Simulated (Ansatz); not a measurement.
# CsSe4Cl (built on the sites of a database entry of CsClO4): following an unstable mode, part 3 of 3

Wanted: the energy along a soft mode of CsSe4Cl (built on the sites of a database entry of CsClO4) and the structure at the end.

Ansatz 0.2.0; DFT PBEsol, scalar-relativistic, plane waves, PAW.

So far. Step 4 (The mode frozen in, largest atomic shift 0.22 Å): The run ends at a pressure of 1.12 GPa, with forces up to 0.87 eV/Å. Step 5 (Energy along the mode, all amplitudes (two of the runs …): The lowest of the steps tried is at 0.22 Å, 62.5 meV/atom below the parent; the bottom of the well need not coincide with a step.

The structure was built from a prototype and need not be the compound's stable phase.

**6. Relaxation from the frozen mode (continued)**

Relaxation path (22 of 28):

| step | energy less that of the first step (eV) | largest force component (eV/Å) | pressure (GPa) | volume (Å³) |
| --- | --- | --- | --- | --- |
| 1 | 0.0000 | 0.8630 | 1.12 | 475.22 |
| 2 | -0.6450 | 0.6144 | 0.24 | 496.83 |
| 4 | -1.5839 | 0.3928 | -0.35 | 535.28 |
| 5 | -1.9245 | 0.2117 | -0.56 | 536.09 |
| 6 | -2.1718 | 0.2095 | -0.63 | 525.42 |
| 7 | -2.4587 | 0.2246 | -0.34 | 509.98 |
| 9 | -3.0979 | 0.2234 | 0.07 | 479.91 |
| 10 | -3.0297 | 0.8240 | 0.72 | 469.71 |
| 11 | -3.2031 | 0.1781 | -0.21 | 478.53 |
| 13 | -3.3667 | 0.0735 | -0.33 | 467.37 |
| 14 | -3.4516 | 0.1376 | -0.18 | 446.08 |
| 15 | -3.5073 | 0.2283 | -0.43 | 423.55 |
| 16 | -3.6027 | 0.1342 | -0.19 | 403.86 |
| 18 | -3.6934 | 0.0603 | 0.23 | 385.09 |
| 19 | -3.6502 | 0.3127 | -0.05 | 389.29 |
| 20 | -3.7077 | 0.0297 | 0.03 | 391.09 |
| 22 | -3.7099 | 0.0220 | 0.00 | 392.87 |
| 23 | -3.7105 | 0.0144 | -0.03 | 393.14 |
| 24 | -3.7110 | 0.0055 | -0.01 | 392.71 |
| 25 | -3.7111 | 0.0025 | -0.01 | 392.25 |
| 27 | -3.7111 | 0.0010 | 0.00 | 392.10 |
| 28* | -3.7077 | 0.0013 | 0.00 | 392.10 |

Relaxation steps marked * repeat the geometry before them on a plane-wave basis chosen anew for their cell, so energy and pressure can jump there. Other such steps can lie between the rows shown. Relaxation steps 10, 19, 26 were tried and not accepted.

Forces are held to the 4 operations that the run works with; a distortion that breaks them can't arise in this run.

| conventional cell, symmetrised | before | after | change |
| --- | --- | --- | --- |
| a (Å) | 6.952 | 6.748 | -2.9 % |
| b (Å) | 6.952 | 6.361 | -8.5 % |
| c (Å) | 9.832 | 9.135 | -7.1 % |
| volume (Å³/atom) | 39.60 | 32.67 | -17.5 % |

The atoms that moved most (Å, as changes of fractional coordinates times the final cell):

| atom | dx | dy | dz | length |
| --- | --- | --- | --- | --- |
| Se12 | -0.621 | 0.839 | 1.973 | 2.232 |
| Se10 | -0.621 | 1.973 | 0.839 | 2.232 |
| Se9 | -0.621 | -0.839 | -1.973 | 2.232 |
| Se11 | -0.621 | -1.973 | -0.839 | 2.232 |
| Cs1 | 0.840 | -0.744 | -0.744 | 1.346 |
| Cs2 | 0.840 | 0.744 | 0.744 | 1.346 |
| Cl4 | -0.045 | 0.703 | 0.703 | 0.995 |
| Cl3 | -0.045 | -0.703 | -0.703 | 0.995 |

The relaxed structure:

```xyz
12
Lattice="0.0000 -4.4982 -4.4982 0.0000 4.7712 -4.7712 9.1346 0.0000 0.0000" Properties=species:S:1:pos:R:3 pbc="T T T"
Cs    0.8402   -0.6098   -5.3810
Cs    5.4075    0.7463    0.7463
Cl    4.5221   -0.6871   -5.4584
Cl   -0.0452    0.8237    0.8237
Se    5.9147    1.2835   -3.4877
Se    1.8622   -2.7491   -2.7491
Se    6.4295   -1.6126   -6.3839
Se    1.3474   -1.1470   -1.1470
Se    7.1323    2.4012   -5.3900
Se    2.5650    0.7553   -2.2647
Se    7.1323   -0.6188   -2.3700
Se    2.5650    2.5066   -4.0159
```

Numbers from this step:

```
pressure          : -7.35e-4 GPa
volume per atom   : 32.67 Å³
gap on the k-mesh : 0.4631 eV
```

The distorted start has space group Pmn2_1; the relaxation ends in Pmn2_1.

**7. Summary of results**

| Quantity | Value |
| --- | --- |
| unstable mode of the parent | q = (0, -0.5, -0.5), 163i cm⁻¹ |
| depth at the lowest point sampled | 62.5 meV/atom |
| largest atomic shift at that point | 0.22 Å |
| space group reached (within 0.01 Å) | Pmn2_1 |
| energy gained over the parent (first relaxation, on the mesh of the frozen mode) | 372 meV/atom |
| volume per atom, phase reached | 32.7 Å³ |
| gap on the k-mesh, phase reached | 0.463 eV |

In words: From this start the structure relaxes into Pmn2_1, 372 meV/atom below the parent. At the parent's cell the well is 62.51 meV/atom deep on the steps tried, with its lowest point at a shift of 0.22 Å. Relaxing atoms and cell changes the gain by +309.77 meV/atom against the lowest step (energies at zero smearing). Most of the total comes from this relaxation. The frozen pattern makes up only 15 % of the final shifts of the atoms, so other modes or strain give most of the change. The modes of the phase reached were not computed on this path. Each path keeps the symmetry of its pattern, so a lower phase may lie along a pattern not tried. With no gap, or one that is small against the smearing, the frequencies hang on the k mesh and the smearing, most of all near Kohn anomalies. The volume moved by more than a tenth on the k mesh of the start, so the energy gain is rough. A semilocal functional can close a gap that the real compound would have, so the metallic treatment may be an artefact of the level. Spin-orbit coupling is left out, which can matter for the heavy elements here. A phonon run warned that its eigensolver left some bands unconverged in a pass. The starting cell was built on a prototype and not taken from a measurement, so the phase need not exist.

[Logs are printed without paths, hosts, clocks, repeated set-up lines and the standing remarks that a program may print on its own settings, such as how far it seeks lower states.]

[Hosts, paths, dates, database ids (printed as entryN), source tags and the programs' standing remarks are cut or masked in the printed files.]
